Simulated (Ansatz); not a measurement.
# K on Pd(111): change of the work function

Aim: the work function of Pd(111) at several coverages of K (fcc site), and the dipole that each adsorbate carries.

Main program and level: Ansatz 0.2.0; plane-wave DFT, PBE, Ansatz PAW.

Most raw output is cut from this account.

## 1. The structure

The cell holds 4 atoms: 4 Pd. Cell: a = 2.751 Å, b = 2.751 Å, c = 24.738 Å, α = 90.0°, β = 90.0°, γ = 60.0°. Vacuum lies along c.

## 2. The clean slab

The bare slab comes first, as the zero from which every change is counted. The two lowest layers are held at bulk places and the upper ones relax. The dipole correction removes the false field that a one-sided slab makes across the periodic vacuum, so each face gets a flat vacuum level of its own.

The input, input.yaml:

```yaml
crystal:
  lattice:
    - [2.7506453788, 0.0, 0.0]
    - [1.3753226894, 2.3821287749, 0.0]
    - [0.0, 0.0, 24.7376776414]
  atoms:
    - { symbol: Pd, position: [0.0, 0.0, 0.3638174986] }
    - { symbol: Pd, position: [0.3333333333, 0.3333333333, 0.4546058329] }
    - { symbol: Pd, position: [0.6666666667, 0.6666666667, 0.5453941671] }
    - { symbol: Pd, position: [0.0, 0.0, 0.6361825014] }
kpoints:
  mp_grid: { grid: [12, 12, 1] }
hamiltonian:
  xc: pbe
scf:
  occupations: { method: fermi_dirac, width: 0.1 }
  convergence: { dr2_threshold: 1.0e-08 }
efield:
  axis: 3
  dipole_correction: true
  ramp_position: 0.97
  ramp_width: 0.06
relax:
  f_tol: 0.02
  max_steps: 60
  constraints: [{ sites: [0, 1] }]
output:
  write_potential: true
  write_density: true
  volumetric_format: npy
```

Run with:

```bash
$ ansatz run input.yaml --threads 4 --pin off --max-ram 16384MiB --backend cpu --events-out ev --progress --plain --runs-dir out
```

Elapsed: 13 s, on 4 threads of Arm Neoverse V1, shared host; peak memory 0.49 GiB.

The steps of the relaxation:

```tsv
step	energy less that of the first step (eV)	largest force component (eV/Å)
1	0.0000	0.3166
2	-0.0129	0.1195
3	-0.0149	0.0100
```

The run keeps the 6 symmetry operations that it works with, so distortions that break them were not tested.

The atoms that moved most (Å):

```tsv
atom	dx	dy	dz	length
Pd4	0.000	0.000	0.106	0.106
Pd3	0.000	0.000	0.048	0.048
```

The relaxed structure:

```cif
data_structure
_symmetry_space_group_name_H-M 'P 1'
_symmetry_Int_Tables_number 1
_cell_length_a 2.7506
_cell_length_b 2.7506
_cell_length_c 24.7377
_cell_angle_alpha 90.000
_cell_angle_beta 90.000
_cell_angle_gamma 60.000
_cell_volume 162.09
loop_
_atom_site_label
_atom_site_type_symbol
_atom_site_fract_x
_atom_site_fract_y
_atom_site_fract_z
_atom_site_occupancy
Pd1 Pd 0.00000 0.00000 0.36382 1
Pd2 Pd 0.33333 0.33333 0.45461 1
Pd3 Pd 0.66667 0.66667 0.54734 1
Pd4 Pd 0.00000 0.00000 0.64047 1
```

This step gave:

| Property | Result |
| --- | --- |
| energy at zero smearing | -27890.2994 eV |
| work function, upper face | 5.268 eV |
| dipole along the normal | -7.03e-4 e·Å |

Running mean over 2.246 Å of the planar mean; the ramp of the sawtooth is left out. Electron's electrostatic potential energy less the Fermi level against z:

```tsv
z (Å)	electron's electrostatic potential energy less the Fermi level (eV)
4	5.25
5	5.25
6	5.19
7	4.40
8	-3.11
9	-8.25
10	-8.48
11	-8.56
12	-8.24
13	-8.35
14	-8.28
15	-7.94
16	-8.01
17	-1.45
18	4.73
19	5.23
20	5.27
21	5.27
```

The relaxation took 3 steps and lowered the energy by 0.015 eV; the largest force on the free atoms ends at 0.010 eV/Å.

The work function of the upper face is 5.27 eV.

## 3. Adsorbate added, k-mesh 4×4×1, coverage 0.111 ML

System of this step: KPd36 (K/Pd(111)). The cell holds 37 atoms: 36 Pd and 1 K. Cell: a = 8.252 Å, b = 8.252 Å, c = 27.988 Å, α = 90.0°, β = 90.0°, γ = 60.0°. Vacuum lies along c.

The clean slab as it ended is repeated in the plane and the adsorbate is set on one face; the cell's size fixes the coverage, and the k-mesh shrinks with it to keep the sampling density about even. Adsorbate and upper layers relax, since the dipole depends on the height.

The input, input.yaml:

```yaml
crystal:
  lattice:
    - [8.2519361365, 0.0, 0.0]
    - [4.1259680682, 7.1463863246, 0.0]
    - [0.0, 0.0, 27.9879317293]
  atoms:
    - { symbol: Pd, position: [0.0, 0.0, 0.32156717] }
    - { symbol: Pd, position: [0.1111111111, 0.1111111111, 0.4018122045] }
    - { symbol: Pd, position: [0.2222222222, 0.2222222222, 0.4837758259] }
    - { symbol: Pd, position: [0.0, 0.0, 0.5660875729] }
    - { symbol: Pd, position: [0.0, 0.3333333333, 0.32156717] }
    - { symbol: Pd, position: [0.1111111111, 0.4444444444, 0.4018122045] }
    - { symbol: Pd, position: [0.2222222222, 0.5555555556, 0.4837758259] }
    - { symbol: Pd, position: [0.0, 0.3333333333, 0.5660875729] }
[... 25 atom lines left out ...]
    - { symbol: Pd, position: [0.7777777778, 0.7777777778, 0.4018122045] }
    - { symbol: Pd, position: [0.8888888889, 0.8888888889, 0.4837758259] }
    - { symbol: Pd, position: [0.6666666667, 0.6666666667, 0.5660875729] }
    - { symbol: K, position: [0.1111111111, 0.1111111111, 0.67843283] }
kpoints:
  mp_grid: { grid: [4, 4, 1] }
hamiltonian:
  xc: pbe
scf:
  occupations: { method: fermi_dirac, width: 0.1 }
  convergence: { dr2_threshold: 1.0e-08 }
efield:
  axis: 3
  dipole_correction: true
  ramp_position: 0.97
  ramp_width: 0.06
relax:
  f_tol: 0.02
  max_steps: 60
  constraints:
    - { sites: [0, 1, 4, 5, 8, 9, 12, 13, 16, 17, 20, 21, 24, 25, 28, 29, 32, 33] }
output:
  write_potential: true
  write_density: true
  volumetric_format: npy
```

Elapsed: 18 min, on 4 threads; peak memory 11 GiB; 52 min of CPU time.

The steps of the relaxation:

```tsv
step	energy less that of the first step (eV)	largest force component (eV/Å)
1	0.0000	0.7922
2	-0.1063	0.6180
3	-0.1961	0.2058
4	-0.2047	0.0881
5	-0.2061	0.0238
6	-0.2063	0.0020
```

The run keeps the 6 symmetry operations that it works with, so distortions that break them were not tested.

The atoms that moved most (Å):

```tsv
atom	dx	dy	dz	length
K37	0.000	0.000	-0.442	0.442
Pd32	0.002	-0.001	0.033	0.033
Pd24	0.000	0.002	0.033	0.033
Pd20	-0.002	-0.001	0.033	0.033
Pd36	0.000	0.000	0.024	0.024
Pd28	0.000	0.000	0.024	0.024
Pd12	0.000	0.000	0.024	0.024
Pd8	0.000	0.011	-0.015	0.019
```

Final coordinates:

```xyz
37
Lattice="8.2519 0.0000 0.0000 4.1260 7.1464 0.0000 0.0000 0.0000 27.9879" Properties=species:S:1:pos:R:3
Pd    0.0000    0.0000    9.0000
Pd    1.3753    0.7940   11.2459
Pd    2.7545    1.5903   13.5380
Pd   -0.0092   -0.0053   15.8284
Pd    1.3753    2.3821    9.0000
Pd    2.7506    3.1762   11.2459
Pd    4.1267    3.9698   13.5552
Pd    1.3753    2.3928   15.8284
Pd    2.7506    4.7643    9.0000
Pd    4.1260    5.5583   11.2459
Pd    5.5013    6.3479   13.5380
Pd    2.7504    4.7644   15.8671
Pd    2.7506    0.0000    9.0000
Pd    4.1260    0.7940   11.2459
Pd    5.5013    1.5889   13.5552
Pd    2.7599   -0.0053   15.8284
Pd    4.1260    2.3821    9.0000
Pd    5.5013    3.1762   11.2459
Pd    6.8759    3.9698   13.5552
Pd    4.1241    2.3811   15.8770
Pd    5.5013    4.7643    9.0000
Pd    6.8766    5.5583   11.2459
Pd    8.2568    6.3495   13.5403
Pd    5.5013    4.7664   15.8770
Pd    5.5013    0.0000    9.0000
Pd    6.8766    0.7940   11.2459
Pd    8.2481    1.5903   13.5380
Pd    5.5013   -0.0002   15.8671
Pd    6.8766    2.3821    9.0000
Pd    8.2519    3.1762   11.2459
Pd    9.6273    3.9758   13.5403
Pd    6.8785    2.3811   15.8770
Pd    8.2519    4.7643    9.0000
Pd    9.6273    5.5583   11.2459
Pd   10.9977    6.3495   13.5403
Pd    8.2521    4.7644   15.8671
K     1.3753    0.7940   18.5457
```

This step gave:

- energy at zero smearing: -252552.1917 eV
- work function, upper face: 2.323 eV
- work function, lower face: 5.258 eV
- dipole along the normal: 0.9563 e·Å
- step between the vacuum levels: -2.934 eV

Running mean over 2.246 Å of the planar mean; the ramp of the sawtooth is left out. Electron's electrostatic potential energy less the Fermi level against z:

z (Å), electron's electrostatic potential energy less the Fermi level (eV) and a bar from the least value:
```
        4       5.26 ##############################
        5       5.25 ##############################
        6       5.20 ##############################
        7       4.41 ############################
        8      -3.11 ############
        9      -8.25 #
       10      -8.48 
       11      -8.56 
       12      -8.20 #
       13      -8.32 #
       14      -8.26 #
       15      -7.87 #
       16      -8.06 #
       17      -2.26 ##############
       18       2.35 ########################
       19       1.86 #######################
       20       2.13 #######################
       21       2.31 ########################
       22       2.32 ########################
       23       2.32 ########################
       24       2.32 ########################
```

The relaxation took 6 steps and lowered the energy by 0.21 eV; the largest force on the free atoms ends at 0.0020 eV/Å.

The covered face has 2.32 eV, -2.94 eV against the clean one; the bare back face has moved by +0.01 eV, a measure of how thin the slab is.

## 4. Adsorbate added, k-mesh 6×6×1, coverage 0.25 ML

System of this step: KPd16 (K/Pd(111)). The cell holds 17 atoms: 16 Pd and 1 K. Cell: a = 5.501 Å, b = 5.501 Å, c = 27.988 Å, α = 90.0°, β = 90.0°, γ = 60.0°. Vacuum lies along c.

Another coverage, to see how the dipoles act on each other as their distance changes.

The input, input.yaml:

```yaml
crystal:
  lattice:
    - [5.5012907577, 0.0, 0.0]
    - [2.7506453788, 4.7642575497, 0.0]
    - [0.0, 0.0, 27.9879317293]
  atoms:
    - { symbol: Pd, position: [0.0, 0.0, 0.32156717] }
    - { symbol: Pd, position: [0.1666666667, 0.1666666667, 0.4018122045] }
    - { symbol: Pd, position: [0.3333333333, 0.3333333333, 0.4837758259] }
    - { symbol: Pd, position: [0.0, 0.0, 0.5660875729] }
    - { symbol: Pd, position: [0.0, 0.5, 0.32156717] }
    - { symbol: Pd, position: [0.1666666667, 0.6666666667, 0.4018122045] }
    - { symbol: Pd, position: [0.3333333333, 0.8333333333, 0.4837758259] }
    - { symbol: Pd, position: [0.0, 0.5, 0.5660875729] }
    - { symbol: Pd, position: [0.5, 0.0, 0.32156717] }
    - { symbol: Pd, position: [0.6666666667, 0.1666666667, 0.4018122045] }
    - { symbol: Pd, position: [0.8333333333, 0.3333333333, 0.4837758259] }
    - { symbol: Pd, position: [0.5, 0.0, 0.5660875729] }
    - { symbol: Pd, position: [0.5, 0.5, 0.32156717] }
    - { symbol: Pd, position: [0.6666666667, 0.6666666667, 0.4018122045] }
    - { symbol: Pd, position: [0.8333333333, 0.8333333333, 0.4837758259] }
    - { symbol: Pd, position: [0.5, 0.5, 0.5660875729] }
    - { symbol: K, position: [0.1666666667, 0.1666666667, 0.67843283] }
kpoints:
  mp_grid: { grid: [6, 6, 1] }
hamiltonian:
  xc: pbe
scf:
  occupations: { method: fermi_dirac, width: 0.1 }
  convergence: { dr2_threshold: 1.0e-08 }
efield:
  axis: 3
  dipole_correction: true
  ramp_position: 0.97
  ramp_width: 0.06
relax:
  f_tol: 0.02
  max_steps: 60
  constraints: [{ sites: [0, 1, 4, 5, 8, 9, 12, 13] }]
output:
  dos: { projected: true, e_range: [-8, 4] }
  write_potential: true
  write_density: true
  volumetric_format: npy
  elf: true
```

The job ended after 3.6 min (4 threads; peak memory 3.1 GiB; 14 min of CPU time).

Relaxation path:

```tsv
step	energy less that of the first step (eV)	largest force component (eV/Å)
1	0.0000	0.6558
2	-0.0782	0.5828
3	-0.1741	0.3022
4	-0.2005	0.0737
5	-0.2017	0.0260
6	-0.2018	0.0010
```

The run keeps the 6 symmetry operations that it works with, so distortions that break them were not tested.

The atoms that moved most (Å):

```tsv
atom	dx	dy	dz	length
K17	0.000	0.000	-0.468	0.468
Pd16	0.000	0.000	0.097	0.097
Pd11	-0.004	0.003	0.015	0.016
Pd7	0.000	-0.005	0.015	0.016
Pd3	0.004	0.003	0.015	0.016
Pd15	0.000	0.000	-0.015	0.015
Pd4	-0.011	-0.006	0.001	0.012
Pd8	0.000	0.012	0.001	0.012
```

The relaxed structure:

```xyz
17
Lattice="5.5013 0.0000 0.0000 2.7506 4.7643 0.0000 0.0000 0.0000 27.9879" Properties=species:S:1:pos:R:3
Pd    0.0000    0.0000    9.0000
Pd    1.3753    0.7940   11.2459
Pd    2.7551    1.5906   13.5552
Pd   -0.0108   -0.0062   15.8442
Pd    1.3753    2.3821    9.0000
Pd    2.7506    3.1762   11.2459
Pd    4.1260    3.9651   13.5552
Pd    1.3753    2.3946   15.8442
Pd    2.7506    0.0000    9.0000
Pd    4.1260    0.7940   11.2459
Pd    5.4969    1.5906   13.5552
Pd    2.7614   -0.0062   15.8442
Pd    4.1260    2.3821    9.0000
Pd    5.5013    3.1762   11.2459
Pd    6.8766    3.9702   13.5251
Pd    4.1260    2.3821   15.9403
K     1.3753    0.7940   18.5198
```

Numbers from this step:

| Item | Value |
| --- | --- |
| energy at zero smearing | -113100.3474 eV |
| work function, upper face | 1.629 eV |
| work function, lower face | 5.253 eV |
| dipole along the normal | 0.5249 e·Å |
| step between the vacuum levels | -3.624 eV |

Running mean over 2.246 Å of the planar mean; the ramp of the sawtooth is left out. Table of electron's electrostatic potential energy less the Fermi level by z:

z (Å), electron's electrostatic potential energy less the Fermi level (eV) and a bar from the least value:
```
        4       5.25 ##############################
        5       5.25 ##############################
        6       5.20 ##############################
        7       4.41 ############################
        8      -3.11 ############
        9      -8.25 #
       10      -8.48 
       11      -8.55 
       12      -8.18 #
       13      -8.29 #
       14      -8.25 #
       15      -7.81 ##
       16      -8.12 #
       17      -3.02 ############
       18       0.26 ###################
       19      -0.56 #################
       20       0.68 ####################
       21       1.40 ######################
       22       1.56 ######################
       23       1.61 ######################
       24       1.62 ######################
```

The density of states has structure finer than the step of the table below, so its rows give means over 0.5 eV, whole bins alone (the curve runs from -8 to 1.98 eV). Peaks (eV: height): -2.71: 51.6, -2.47: 80.8, -2.41: 58.1, -2.26: 68.7, -1.89: 54.1, -1.65: 63.3, -0.15: 73.8.

Density of states against energy, zero at the Fermi level; means over each step:

```tsv
energy (eV)	density of states (states/eV a cell)
-7.0	0
-6.5	0.505
-6.0	1.04
-5.5	1.81
-5.0	7.92
-4.5	29.2
-4.0	30.2
-3.5	22.7
-3.0	27.4
-2.5	44.5
-2.0	34.8
-1.5	32.3
-1.0	36.5
-0.5	34.3
0.0	34.6
0.5	5.59
1.0	6.22
1.5	6.85
```

Projected DOS per atom over height of the atomic layer and energy from the Fermi level. Layers: Pd4 Pd4 Pd4 Pd4 K from below.

Values in states/eV, 22 rows by 5 columns, each cell a mean:
```
0.02 0.02 0.02 0.02 0.13
0.10 0.07 0.07 0.11 0.59
0.07 0.08 0.09 0.08 0.31
0.31 0.27 0.25 0.28 0.56
2.16 2.43 2.33 1.67 0.48
2.17 1.81 1.76 2.25 0.20
2.57 1.68 1.89 2.62 0.31
2.06 1.53 1.83 2.12 0.24
2.21 1.27 1.37 2.35 0.24
2.85 2.58 2.44 2.83 0.13
1.91 2.09 2.00 1.98 0.08
1.23 1.38 1.50 1.46 0.03
1.61 1.49 1.74 1.81 0.04
1.58 2.45 2.24 1.51 0.09
0.79 2.22 1.92 0.59 0.15
0.13 0.40 0.31 0.09 0.12
0.02 0.03 0.03 0.02 0.06
0.01 0.01 0.00 0.00 0.02
0.00 0.00 0.00 0.00 0.01
0.00 0.00 0.00 0.00 0.00
0.00 0.00 0.00 0.00 0.00
0.00 0.00 0.00 0.00 0.00
```
Columns: height of the atomic layer (Å) from 9 to 18.5 (not evenly spaced); rows upwards: energy from the Fermi level (eV) from -7.96 to 1.95.

Electrostatic potential energy in the ca plane at fractional y = 0.167, with atoms of Pd and K within 0.2 Å of it. With pseudopotentials it is smooth inside the atoms' cores, unlike the true potential.

Ten even steps from '0' (-41 eV) to '9' (8 eV), each cell a mean:
```
57999889998546898646899998889999999999999999
57999889998546898646899999999999999999999999
78986447998778999877999999999999999999999999
99972003799989999999999999999999999999999999
99850001699999999999999999999999999999999999
99961001699999999999999999999999999999999999
89984125899888999888999999999999999999999999
68998778998657898656899999999999999999999999
57999999997546898645899999999999999999999999
68998778998657898767899987788999999999999999
89984125899888999888999853358999999999999999
99961001699999999999999620027899999999999999
99850001699999999999999610026899999999999999
89972003799999999999999731147899999999999999
78987457998778999877999875578999999999999999
```
Columns run along c (16.0 Å, from fractional 0.33 to 0.90 of the cell; values clipped at the 3rd and 97th percentile), rows up along a (5.5 Å). Atoms in or near the plane, at fractional coordinates: Pd at (0.40, 0.17), Pd at (0.40, 0.67), K at (0.66, 0.17).

ELF in the ca plane at fractional y = 0.167, with atoms of Pd and K within 0.2 Å of it. It is the smooth field of the valence electrons, not physical close to the nuclei.

Values, 8 rows by 16 columns, each cell a mean:
```
0.29 0.19 0.20 0.21 0.39 0.20 0.35 0.28 0.10 0.22 0.07 0.04 0.10 0.05 0.01 0.00
0.21 0.31 0.39 0.20 0.26 0.18 0.23 0.22 0.15 0.03 0.03 0.08 0.09 0.04 0.01 0.00
0.21 0.41 0.43 0.22 0.20 0.16 0.20 0.22 0.17 0.09 0.08 0.11 0.09 0.04 0.01 0.00
0.21 0.33 0.40 0.20 0.24 0.17 0.23 0.22 0.15 0.04 0.03 0.08 0.09 0.04 0.01 0.00
0.29 0.19 0.20 0.21 0.39 0.20 0.35 0.28 0.10 0.20 0.06 0.04 0.10 0.05 0.01 0.00
0.21 0.31 0.39 0.20 0.25 0.18 0.23 0.21 0.32 0.81 0.41 0.03 0.10 0.07 0.02 0.00
0.21 0.41 0.43 0.21 0.20 0.16 0.20 0.20 0.52 0.76 0.60 0.03 0.10 0.07 0.02 0.00
0.21 0.33 0.40 0.20 0.24 0.18 0.23 0.21 0.35 0.83 0.43 0.03 0.10 0.07 0.02 0.00
```
Columns run along c (16.0 Å, from fractional 0.33 to 0.90 of the cell), rows up along a (5.5 Å). Atoms in or near the plane, at fractional coordinates: Pd at (0.40, 0.17), Pd at (0.40, 0.67), K at (0.66, 0.17).

Valence density in the ca plane at fractional y = 0.167, with atoms of Pd and K within 0.2 Å of it. It is the smooth field of the valence electrons, not physical close to the nuclei.

Ten steps, logarithmic in the rise over the least value, from '0' (0 e/Å³) to '9' (13 e/Å³), each cell a mean:
```
53222222223554323555311011110000000000000000
53222332223554323455311000000000000000000000
32224654223443222343210000000000000000000000
22247987322222111222110000000000000000000000
22258998422221111222110000000000000000000000
22258997422222111222110000000000000000000000
32236775322332212333210000000000000000000000
43223433223454223454310000000000000000000000
53222222223564323555321000000000000000000000
43223443223454222444311123321000000000000000
32236775322332212233211246642000000000000000
22258997422222111222111467763100000000000000
22258998422221111122111467763100000000000000
22247987322222111222211356653100000000000000
43224554222343222343211134431000000000000000
```
Columns run along c (16.0 Å, from fractional 0.33 to 0.90 of the cell), rows up along a (5.5 Å). Atoms in or near the plane, at fractional coordinates: Pd at (0.40, 0.17), Pd at (0.40, 0.67), K at (0.66, 0.17).

The relaxation took 6 steps and lowered the energy by 0.20 eV; the largest force on the free atoms ends at 0.0010 eV/Å.

By hand: a sheet of dipoles makes a step −p/(ε₀A) in the electron's potential. With e/ε₀ = 180.95 V·Å, p = 0.5249 e·Å and A = 26.21 Å², that is −180.95 × (0.5249) / 26.21 = -3.624 eV, and the two vacuum levels of the run differ by -3.624 eV.

The covered face has 1.63 eV, -3.64 eV against the clean one; the bare back face has moved by +0.00 eV, a measure of how thin the slab is.

## 5. Work function against coverage

This step: plane-wave DFT, PBE, Ansatz PAW; work function against coverage (Ansatz 0.2.0).

The runs are now put side by side.

Numbers from this step:

* work function of the clean face: 5.268 eV
* largest change of the work function: -3.639 eV

Table of work function of the covered face by coverage:

```tsv
coverage (adsorbates/nm²)	work function of the covered face (eV)
0.00	5.27
1.70	2.32
3.82	1.63
```

The dipole per adsorbate comes from the change of the cell's dipole. Coverage, by row:

```tsv
coverage (1/nm²)	coverage (ML)	work function (eV)	change (eV)	dipole per adsorbate, positive end outwards (debye)	mean height of the added atoms over the highest substrate atom (Å)
1.696	0.1111	2.323	-2.945	4.624	2.669
3.815	0.25	1.629	-3.639	2.535	2.58
```

## 6. Summary of results

```
work function of the clean face                        : 5.27 eV
work function at 0.11 ML                               : 2.32 eV
work function at 0.25 ML                               : 1.63 eV
dipole per adsorbate at 0.11 ML, positive end outwards : 4.62 D
```

K lowers the work function of Pd(111) at the lowest coverage, by 2.94 eV: the adsorbate layer has its positive end outwards. The slab has 4 layers, at the tabulated experimental lattice constant, one starting site was run, and quantum-size effects of a slab this thin can reach one or two tenths of an eV.

[Logs are printed without paths, hosts, clocks, repeated set-up lines and the standing remarks that a program may print on its own settings, such as how far it seeks lower states.]

[Hosts, paths, dates, database ids (printed as entryN), source tags and the programs' standing remarks are cut or masked in the printed files.]

[Maps of the electrostatic potential energy from Ansatz leave out the sawtooth potential of an applied field or a dipole correction, so their vacuum need not be flat; planar profiles and work functions include it.]

[The density of states shown here was stored with 400 of the rows of the run's finer table, so its peaks can read low, often by over a quarter, or be missed, and its means over a window can be off by a tenth or more.]
